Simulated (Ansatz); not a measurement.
## Nb2N(OH)2 MXene monolayer in a perpendicular field

What dipole does a perpendicular field induce in the Nb2N(OH)2 MXene monolayer? A positive field points along +c.

Method: plane-wave DFT, PBE-D3(BJ), Ansatz PAW (set soft_1); PAW set soft_1, in Ansatz 0.2.0.

**1. The structure**

The cell holds 7 atoms: 2 H, 2 O, 2 Nb and 1 N. Its edges and angles: a = 3.079 Å, b = 3.079 Å, c = 44.558 Å, α = 90.0°, β = 90.0°, γ = 120.0°. Vacuum lies along c.

**2. Relaxation**

The starting cell is a guess, so the in-plane lattice and the atoms are relaxed first, with the slab cut off from its images along the normal.

File input.yaml:

```yaml
crystal:
  lattice:
    - [3.079076, 0.0, 0.0]
    - [-1.539538, 2.6665580362, 0.0]
    - [0.0, 0.0, 44.5581836167]
  atoms:
    - { symbol: H, position: [0.3333333333, 0.6666666667, 0.4241645073] }
    - { symbol: O, position: [0.3333333333, 0.6666666667, 0.4461582225] }
    - { symbol: Nb, position: [0.6666666667, 0.3333333333, 0.4727340466], spin: 1.0 }
    - { symbol: "N", position: [0.0, 0.0, 0.5] }
    - { symbol: Nb, position: [0.3333333333, 0.6666666667, 0.5272659534], spin: 1.0 }
    - { symbol: O, position: [0.6666666667, 0.3333333333, 0.5538417775] }
    - { symbol: H, position: [0.6666666667, 0.3333333333, 0.5758354927] }
  periodic: [true, true, false]
magnetization:
  spin_polarized: true
kpoints:
  mp_grid: { grid: [12, 12, 1] }
hamiltonian:
  xc: pbe
  dispersion: d3bj
  pseudopotentials: { kind: paw, azcp: { folder: soft_1 } }
scf:
  occupations: { method: fermi_dirac, width: 0.05 }
  convergence: { dr2_threshold: 1.0e-09 }
relax:
  f_tol: 0.004
  max_steps: 90
  cell: {}
output:
  write_potential: true
  write_density: true
  volumetric_format: npy
```

Launch:

```bash
> ansatz run input.yaml --threads 2 --pin off --max-ram 3072MiB --backend cpu --events-out ev --progress --plain --runs-dir out
```

Numbers of over 12 decimals in the logs are rounded to 6 here.

Log:

```text
Warning: relax.cell: scf.convergence.dr2_threshold = 1e-9 eV is looser than the 2.49255156039e-10 eV advised for a relaxation that steers and ends on the stress (1e-10 eV for each atom of the cell: 7, times the square of relax.cell.stress_2d_tol = 0.05 N/m over 16.8 Å (the atoms' height at the walk's start and 5 Å past either face), 2.984e-2 GPa, over a crystal's default 0.05). What an SCF threshold leaves in a stress goes as its square root, and in the free energy as the threshold itself, and one threshold admits the most on a small cell: [figures from the program's tests cut] Set scf.convergence.dr2_threshold to 2.49255156039e-10 eV or tighter. [rest of the remark cut]
Engine: ansatz 0.2.0, aarch64-unknown-linux-gnu
Pseudopotentials: kind: paw
Pseudopotential: H, paw, valence charge 1, recommended cutoff 420 eV (normal), soft_1/H.paw.azcp
Pseudopotential: O, paw, valence charge 6, recommended cutoff 420 eV (normal), soft_1/O.paw.azcp
Pseudopotential: Nb, paw, valence charge 13, recommended cutoff 420 eV (normal), soft_1/Nb.paw.azcp
Pseudopotential: N, paw, valence charge 5, recommended cutoff 420 eV (normal), soft_1/N.paw.azcp
Functional definition: PBE
  parameter kappa = 0.804
  parameter beta = 0.066725
  exchange = pbe_x(kappa = kappa, mu = beta*pi^2/3)
  correlation = pbe_c(beta = beta)
Crystal: 7 atoms, lattice volume = 365.847 Å³
Basis set: ecut = 420 eV, 7097 PW (Γ), exchange–correlation on 48×48×600 points (8 copies of the dense FFT grid, shifted against one another)
Bands: 31, of which v1, the nominal top of the filled ones, is band 23 counted from 1 (22 counted from 0)
Symmetry: 12 space group operations
Space group: P-3m1 (ITA 164), of the structure as read, at distance tolerance 7.2e-5 Å
Magnetic group: BNS 164.85 (UNI 1315), of the structure as read, at distance tolerance 7.2e-5 Å
k-points: 19 of 144
Non-local potential: H, projectors of the file, l = 0: 2, l = 1: 1
Non-local potential: O, projectors of the file, l = 0: 2, l = 1: 2, l = 2: 1
Non-local potential: Nb, projectors of the file, l = 0: 3, l = 1: 2, l = 2: 2, l = 3: 1
Non-local potential: N, projectors of the file, l = 0: 2, l = 1: 2, l = 2: 1
PAW form: soft (Blöchl's): semilocal exchange-correlation on the pseudo side does not see the compensation charge
PAW one-centre angular grid: H, 110 points (default); XC on 64 Gauss nodes
PAW one-centre angular grid: O, 110 points (default); XC on 64 Gauss nodes
PAW one-centre angular grid: Nb, 590 points (default); XC on 64 Gauss nodes
PAW one-centre angular grid: N, 110 points (default); XC on 64 Gauss nodes
Initial density: superposition of atomic densities (neutral atoms: chi_scale 0, normalization atom)
Starting moments: Σ|m| = 2 μB on 2 of 7 sites
Initial wavefunctions: pseudopotential atomic-orbital guess
Functional: x = pbe(κ = 0.804, μ = 0.219515), c = pbe(β = 0.066725)
SCF iter   1: F=—  HF=-10665.919028 eV  |F-HF|=—  |Δ(HF+E_count)|=         —  Δρ=4.00e-2 (↑4.00e-2 ↓3.74e-2)  dr2=3.08e1  dr2_m=9.28e-2  M=1.042 μB ∫|m|=1.074 μB  β_m=0.30  ethr=3.10e-3  ⟨swp⟩=17.2  Hψ=9781  notcnv=0
Mixer restart at iter 1: flushing history
preconditioner: auto → LDOS  [metal: Δε(μ)=0.028 eV  Ē_g=11.535 eV  σ=0.050 eV  W_gap=0.14  n_scr=26 (ndim 8)  ℏωp=9.7 eV  f_vac=0.788  D(μ)=2.40/eV (n_scr^D=14)]
spin=Collinear: LDOS preconditioning applied to the charge; magnetization (m = ρ↑ − ρ↓) channel mixes plain (no charge-response kernel on spin).
SCF iter   2: F=—  HF=-10660.710603 eV  |F-HF|=—  |Δ(HF+E_count)|=    5.21e0  Δρ=2.43e-2 (↑2.43e-2 ↓2.22e-2)  dr2=1.19e1  dr2_m=4.58e-2  M=1.055 μB ∫|m|=1.084 μB  β_m=0.47  ethr=3.10e-3  ⟨swp⟩=5.3  Hψ=3492  notcnv=0  defer=54
SCF iter   3: F=—  HF=-10658.935859 eV  |F-HF|=—  |Δ(HF+E_count)|=    1.77e0  Δρ=1.06e-2 (↑1.06e-2 ↓7.10e-3)  dr2=1.16e1  dr2_m=3.13e-2  M=0.606 μB ∫|m|=0.662 μB  β_m=0.64  ethr=3.10e-3  ⟨swp⟩=7.8  Hψ=4425  notcnv=0  defer=55
SCF iter   4: F=—  HF=-10658.721259 eV  |F-HF|=—  |Δ(HF+E_count)|=   2.15e-1  Δρ=5.74e-3 (↑5.74e-3 ↓3.56e-3)  dr2=3.58e0  dr2_m=1.36e-2  M=0.587 μB ∫|m|=0.634 μB  β_m=0.76  ethr=3.10e-3  ⟨swp⟩=5.8  Hψ=2632  notcnv=0  defer=49
SCF iter   5: F=—  HF=-10658.631648 eV  |F-HF|=—  |Δ(HF+E_count)|=   8.96e-2  Δρ=2.74e-3 (↑2.74e-3 ↓1.18e-3)  dr2=9.46e-1  dr2_m=5.89e-3  M=0.524 μB ∫|m|=0.551 μB  β_m=0.88  ethr=3.10e-3  ⟨swp⟩=4.0  Hψ=1853  notcnv=0  defer=44
SCF iter   6: F=—  HF=-10658.604334 eV  |F-HF|=—  |Δ(HF+E_count)|=   2.73e-2  Δρ=1.16e-3 (↑1.16e-3 ↓7.81e-4)  dr2=6.89e-2  dr2_m=2.93e-3  M=0.362 μB ∫|m|=0.383 μB  β_m=0.91  ethr=2.10e-3  ⟨swp⟩=4.3  Hψ=2065  notcnv=0  defer=46
SCF iter   7: F=—  HF=-10658.608109 eV  |F-HF|=—  |Δ(HF+E_count)|=         —  Δρ=1.41e-3 (↑1.41e-3 ↓1.34e-3)  dr2=1.16e-2  dr2_m=6.25e-3  M=0.139 μB ∫|m|=0.157 μB  β_m=0.91  ethr=1.53e-4  ⟨swp⟩=5.9  Hψ=2817  notcnv=0  defer=54
SCF iter   8: F=—  HF=-10658.604386 eV  |F-HF|=—  |Δ(HF+E_count)|=   3.72e-3  Δρ=4.82e-4 (↑4.67e-4 ↓4.82e-4)  dr2=7.86e-4  dr2_m=7.23e-4  M=0.059 μB ∫|m|=0.067 μB  β_m=0.96  ethr=2.58e-5  ⟨swp⟩=5.5  Hψ=3100  notcnv=0  defer=54
SCF iter   9: F=—  HF=-10658.605105 eV  |F-HF|=—  |Δ(HF+E_count)|=   7.19e-4  Δρ=7.58e-5 (↑7.58e-5 ↓5.88e-5)  dr2=3.95e-4  dr2_m=5.30e-6  M=0.005 μB ∫|m|=0.007 μB  β_m=0.98  ethr=1.75e-6  ⟨swp⟩=4.0  Hψ=3018  notcnv=0  defer=49
SCF iter  10: F=—  HF=-10658.605276 eV  |F-HF|=—  |Δ(HF+E_count)|=   1.71e-4  Δρ=5.19e-5 (↑5.19e-5 ↓4.25e-5)  dr2=3.32e-4  dr2_m=4.28e-6  M=-0.001 μB ∫|m|=0.003 μB  β_m=0.99  ethr=8.78e-7  ⟨swp⟩=2.8  Hψ=2066  notcnv=0  defer=49
SCF iter  11: F=—  HF=-10658.605296 eV  |F-HF|=—  |Δ(HF+E_count)|=   2.01e-5  Δρ=2.48e-5 (↑2.48e-5 ↓2.39e-5)  dr2=3.18e-5  dr2_m=3.76e-7  M=-0.000 μB ∫|m|=0.001 μB  β_m=0.99  ethr=7.37e-7  ⟨swp⟩=2.3  Hψ=1562  notcnv=0  defer=49
SCF iter  12: F=—  HF=-10658.605385 eV  |F-HF|=—  |Δ(HF+E_count)|=   8.81e-5  Δρ=1.26e-5 (↑1.08e-5 ↓1.26e-5)  dr2=7.37e-6  dr2_m=1.80e-8  M=-0.000 μB ∫|m|=0.000 μB  β_m=0.91  ethr=7.07e-8  ⟨swp⟩=3.6  Hψ=2360  notcnv=0  defer=49
SCF iter  13: F=—  HF=-10658.605392 eV  |F-HF|=—  |Δ(HF+E_count)|=   6.96e-6  Δρ=4.94e-6 (↑4.94e-6 ↓3.23e-6)  dr2=9.56e-7  dr2_m=1.08e-8  M=0.000 μB ∫|m|=0.000 μB  β_m=0.95  ethr=1.64e-8  ⟨swp⟩=3.0  Hψ=1877  notcnv=0  defer=49
SCF iter  14: F=—  HF=-10658.605393 eV  |F-HF|=—  |Δ(HF+E_count)|=   1.10e-6  Δρ=1.62e-6 (↑1.08e-6 ↓1.62e-6)  dr2=1.47e-8  dr2_m=1.37e-9  M=0.000 μB ∫|m|=0.000 μB  β_m=0.98  ethr=2.12e-9  ⟨swp⟩=3.6  Hψ=2189  notcnv=0  defer=49
[...]
SCF iter   1: F=—  HF=-10659.469065 eV  |F-HF|=—  |Δ(HF+E_count)|=         —  Δρ=1.57e-5 (↑1.57e-5 ↓1.57e-5)  dr2=1.86e-6  dr2_m=3.22e-12  M=-0.000 μB ∫|m|=0.000 μB  β_m=0.65  ethr=1.16e-7  ⟨swp⟩=7.4  Hψ=14856  notcnv=0
preconditioner: auto → LDOS  [metal: Δε(μ)=0.099 eV  Ē_g=9.113 eV  σ=0.050 eV  W_gap=0.45  n_scr=22 (ndim 8)  ℏωp=9.2 eV  f_vac=0.797  D(μ)=2.40/eV (n_scr^D=14)]
spin=Collinear: LDOS preconditioning applied to the charge; magnetization (m = ρ↑ − ρ↓) channel mixes plain (no charge-response kernel on spin).
SCF iter   2: F=—  HF=-10659.469700 eV  |F-HF|=—  |Δ(HF+E_count)|=   6.35e-4  Δρ=5.42e-6 (↑5.42e-6 ↓5.42e-6)  dr2=9.55e-8  dr2_m=5.78e-13  M=-0.000 μB ∫|m|=0.000 μB  β_m=0.45  ethr=4.14e-9  ⟨swp⟩=4.1  Hψ=2287  notcnv=0
SCF iter   3: F=—  HF=-10659.469843 eV  |F-HF|=—  |Δ(HF+E_count)|=   1.43e-4  Δρ=3.48e-6 (↑3.48e-6 ↓3.48e-6)  dr2=1.17e-7  dr2_m=4.39e-13  M=-0.000 μB ∫|m|=0.000 μB  β_m=0.45  ethr=2.12e-10  ⟨swp⟩=4.2  Hψ=2446  notcnv=0
SCF iter   4: F=—  HF=-10659.469942 eV  |F-HF|=—  |Δ(HF+E_count)|=   9.90e-5  Δρ=1.74e-6 (↑1.74e-6 ↓1.74e-6)  dr2=2.87e-8  dr2_m=7.67e-14  M=-0.000 μB ∫|m|=0.000 μB  β_m=0.71  ethr=2.12e-10  ⟨swp⟩=3.2  Hψ=1781  notcnv=0
SCF iter   5: F=—  HF=-10659.469970 eV  |F-HF|=—  |Δ(HF+E_count)|=   2.79e-5  Δρ=9.27e-7 (↑9.24e-7 ↓9.27e-7)  dr2=3.07e-8  dr2_m=1.31e-13  M=-0.000 μB ∫|m|=0.000 μB  β_m=0.85  ethr=6.39e-11  ⟨swp⟩=3.6  Hψ=2134  notcnv=0
SCF iter   6: F=—  HF=-10659.469982 eV  |F-HF|=—  |Δ(HF+E_count)|=   1.18e-5  Δρ=3.79e-7 (↑3.74e-7 ↓3.79e-7)  dr2=7.96e-9  dr2_m=9.41e-14  M=-0.000 μB ∫|m|=0.000 μB  β_m=0.83  ethr=6.39e-11  ⟨swp⟩=3.0  Hψ=1811  notcnv=0
SCF iter   7: F=—  HF=-10659.469983 eV  |F-HF|=—  |Δ(HF+E_count)|=   1.63e-6  Δρ=1.56e-7 (↑1.54e-7 ↓1.56e-7)  dr2=1.85e-9  dr2_m=1.84e-14  M=-0.000 μB ∫|m|=0.000 μB  β_m=0.91  ethr=1.77e-11  ⟨swp⟩=2.8  Hψ=1750  notcnv=0
iter 8 met the thresholds in force, and the SCF goes on: an eigenvalue changes by 0.14 meV, over its tolerance of 0.06 meV (output.eigenvalues, Limitations)
SCF iter   8: F=-10659.469983 eV  HF=-10659.469983 eV  |F-HF|=1.68e-8  |Δ(HF+E_count)|=   2.84e-8  Δρ=8.63e-8 (↑8.47e-8 ↓8.63e-8)  dr2=6.74e-10  dr2_m=1.57e-14  M=-0.000 μB ∫|m|=0.000 μB  β_m=0.96  ethr=2.22e-12  ⟨swp⟩=15.2  Hψ=9457  notcnv=0
SCF iter   9: F=-10659.469983 eV  HF=-10659.469983 eV  |F-HF|=1.60e-9  |Δ(HF+E_count)|=   1.55e-8  Δρ=2.00e-8 (↑1.89e-8 ↓2.00e-8)  dr2=3.05e-11  dr2_m=3.60e-15  M=-0.000 μB ∫|m|=0.000 μB  ethr=1.50e-12  ⟨swp⟩=8.0  Hψ=7112  notcnv=0
the starting moments were not kept: the SCF closed with an absolute magnetisation of 8.2e-8 μB, where they sum to 2 μB in size (2 sites). That is at most 0.1 of that sum. Measured as dr2_m measures the in/out step, that magnetisation stands 7.1e-16 eV from none, at or under the dr2_threshold of 1.0e-9 eV: it is no larger than a step whose dr2_m would equal this threshold.
SCF 13 converged in 9 iterations: F = -10659.469983 eV  dr2 = 3.05e-11
relax step  13: F+E_penalty+E_count = -10659.46998327 eV  Δ(F+E_penalty+E_count) = -8.146e-4 eV  max|allowed force component| = 4.689e-4 eV/Å  Δτ_max = 0.0000 Å  P = +0.006 N/m  Ω = 405.432 Å³  fix = [c, alpha, beta]  reactions: c +0.000 N/m  stress off target by 5.97e-3 N/m on what of the cell is left free  SCF on the basis re-selected at this cell (its energy is not comparable with the rows above)  (9 SCF iters)
basis re-selected at this cell: Δ(F+E_penalty+E_count) = -8.146e-4 eV, ΔP = +0.005 N/m vs the last step (what re-selecting the basis moved, of the pressure what is left beyond the Pulay correction that the steps carried, after the strain that the cell walked since its last selection, with what the two solves' SCF thresholds leave and, on support functions, any second-order correction that the steps lacked; it is no m [...]
WARN: The input density's exchange-correlation potential varies sharply where the density is thin. Do not read a vacuum level from v_tot or v_xc, or from such a field of the output density. On a cell that repeats whose density bears no net charge and no dipole along the vacuum's axis use v_es (v_loc + v_h of the components); under efield.dipole_correction with no amplitude use v_es + v_field, which holds any external [...]
SCF converged after 9 iterations
an eigenvalue changed by more than its tolerance at an iteration that met the thresholds in force, so the SCF went on 1 time: the last check found none over its tolerance
Magnetization: -0.0000 μB (22.5000 up, 22.5000 down)
Absolute magnetization: 0.0000 μB (∫|ρ↑−ρ↓|, with the PAW one-centre terms)
Spin contamination: 0.0000 ħ² per cell (⟨S²⟩ above its minimum at these occupations)
Per-site moments (μB) at R_I (Å): [(-8.212234466266324e-10, 0.402722), (4.288835368614621e-9, 0.402722), (-4.738583666406399e-9, 0.883307), (1.305576317061962e-8, 0.883307), (-4.7385836960145106e-9, 0.883307), (4.288835366888794e-9, 0.402722), (-8.212234611842189e-10, 0.402722)]
Free energy (F): -10659.469983 eV
Harris-Foulkes:  -10659.469983 eV  (|F-HF|=1.60e-9)
Internal energy: -10659.450106 eV  (E = F + TS)
E sigma→0 (E₀):  -10659.460045 eV
Entropy (-TS):   -0.019877 eV (-2.840 meV/atom)
Fermi energy:    -2.445631 eV
--- Per-component energies (eV) ---
  E_band       = -986.772634
  E_kinetic    = 1244.123700
  E_local      = -188007.379561  (includes V_loc(G=0)·N_el)
  E_nonlocal   = 331.406549
  E_hartree    = 93235.785708
  E_xc         = -551.845616
  E_vxc        = -682.436964  (∫ρ·V_xc dr)
  E_paw        = -6619.673114  (= ΣΔE_a)
  E_vpaw       = -344.056698  (= ΣTr[D̂ρ^β])
  E_aug_tail   = 0.000600  (compensation charges beyond the density's cutoff)
  E_ewald      = 89709.518122
  E_disp       = -1.386494  (pairwise vdW)
  E_smearing   = -0.019877  (= −TS)
  E_closure    = -0.000000  (closes the sum)
  Σ components = -10659.469983   (vs F -10659.469983, Δ=0.00e0)
--- Forces (eV/Å), atoms counted from 1 ---
  atom   1  H      0.00000000     0.00000000     0.00042451
  atom   2  O      0.00000000     0.00000000    -0.00046893
  atom   3  Nb    -0.00000000    -0.00000000    -0.00000732
  atom   4  N     -0.00000000    -0.00000000     0.00000000
  atom   5  Nb     0.00000000     0.00000000     0.00000732
  atom   6  O     -0.00000000    -0.00000000     0.00046893
  atom   7  H     -0.00000000    -0.00000000    -0.00042451
  max |Σ_I F_I| component: 9.25e-18 eV/Å
--- 2D stress c σ (N/m, compression-positive) ---
        0.005966       0.000000      -0.000000
        0.000000       0.005966       0.000000
       -0.000000       0.000000       0.000000
  P = ½ c Tr σ = 0.0060 N/m
--- Band table (eV; the first three rows and the last of 38) ---
  k-point 0 ↑: bands = [... 19 lower, -7.4049, -4.6257, -4.6257, -2.9368, -2.6991, -2.6076, -2.2162, -1.0252, ... 4 higher]
  k-point 1 ↑: bands = [... 19 lower, -7.5109, -4.7601, -4.4615, -2.9321, -2.5707, -2.5076, -2.0702, -1.1172, ... 4 higher]
  k-point 2 ↑: bands = [... 19 lower, -7.7245, -5.1100, -4.0383, -2.9829, -2.4063, -2.1150, -1.6442, -1.1776, ... 4 higher]
  k-point 18 ↓: bands = [... 19 lower, -8.4158, -3.9366, -3.9366, -3.4609, -0.8717, -0.8717, -0.2180, 0.8276, ... 4 higher]
  the weakly bound empty levels are not read free of the cell's end (no_gap_told)
--- Relaxed structure (11 steps of the walk, 11 accepted, 2 SCFs on fresh bases) ---
  F+E_penalty+E_count = -10659.46998327 eV   max|allowed force component| = 4.689e-4 eV/Å   (the final SCF, on the basis selected at the relaxed cell)
  cell:  # Å, volume = 405.4324 Å³
    - [3.241382, 0.0, 0]
    - [-1.620691, 2.807119, 0]
    - [0, 0, 44.5581836167]
  atoms:
    - { symbol: H, position: [0.333333, 0.666667, 0.425355] }
    - { symbol: O, position: [0.333333, 0.666667, 0.447266] }
    - { symbol: Nb, position: [0.666667, 0.333333, 0.476643] }
    - { symbol: N, position: [0, 0, 0.5] }
    - { symbol: Nb, position: [0.333333, 0.666667, 0.523357] }
    - { symbol: O, position: [0.666667, 0.333333, 0.552734] }
    - { symbol: H, position: [0.666667, 0.333333, 0.574645] }
```

The job ended after 4.6 min (2 threads of Arm Neoverse V1, shared host; peak memory 0.83 GiB; 9 min of CPU time).

Relaxation path:

```tsv
step	energy less that of the first step (eV)	largest force component (eV/Å)	volume (Å³)
1	0.0000	2.7520	365.85
2	-0.4791	0.2877	366.49
3	-0.4886	0.3105	369.60
4	-0.5373	1.2714	374.66
5	-0.8075	0.7396	395.84
6	-0.8312	0.1861	399.85
7	-0.8298	0.1251	405.22
8	-0.8334	0.0658	403.39
9	-0.8335	0.0021	403.29
10*	-0.8637	0.0054	403.29
11	-0.8639	0.0036	405.12
12	-0.8638	0.0003	405.43
13*	-0.8646	0.0005	405.43
```

Relaxation steps marked * repeat the geometry before them on a plane-wave basis chosen anew for their cell, so energy and pressure can jump there.

The run keeps the 12 symmetry operations that it works with, so distortions that break them were not tested.

```tsv
cell as run	before	after	change
a (Å)	3.079	3.241	+5.3 %
b (Å)	3.079	3.241	+5.3 %
```

The atoms that moved most (Å, along periodic axes as changes of fractional coordinates times the final cell, across vacuum about the mean position):

```tsv
atom	dx	dy	dz	length
Nb3	0.000	0.000	0.174	0.174
Nb5	0.000	0.000	-0.174	0.174
H7	0.000	0.000	-0.053	0.053
H1	0.000	0.000	0.053	0.053
O6	0.000	0.000	-0.049	0.049
O2	0.000	0.000	0.049	0.049
```

Numbers from this step:

```
energy at zero smearing : -10659.4600 eV
```

The lattice constant a goes from 3.079 to 3.241 Å.

(Continued in part 2 of 2.)

[Logs are printed without paths, hosts, clocks, repeated set-up lines and the standing remarks that a program may print on its own settings, such as how far it seeks lower states.]

[Hosts, paths, dates, database ids (printed as entryN), source tags and the programs' standing remarks are cut or masked in the printed files.]

[Maps of the electrostatic potential energy from Ansatz leave out the sawtooth potential of an applied field or a dipole correction, so their vacuum need not be flat; planar profiles and work functions include it.]
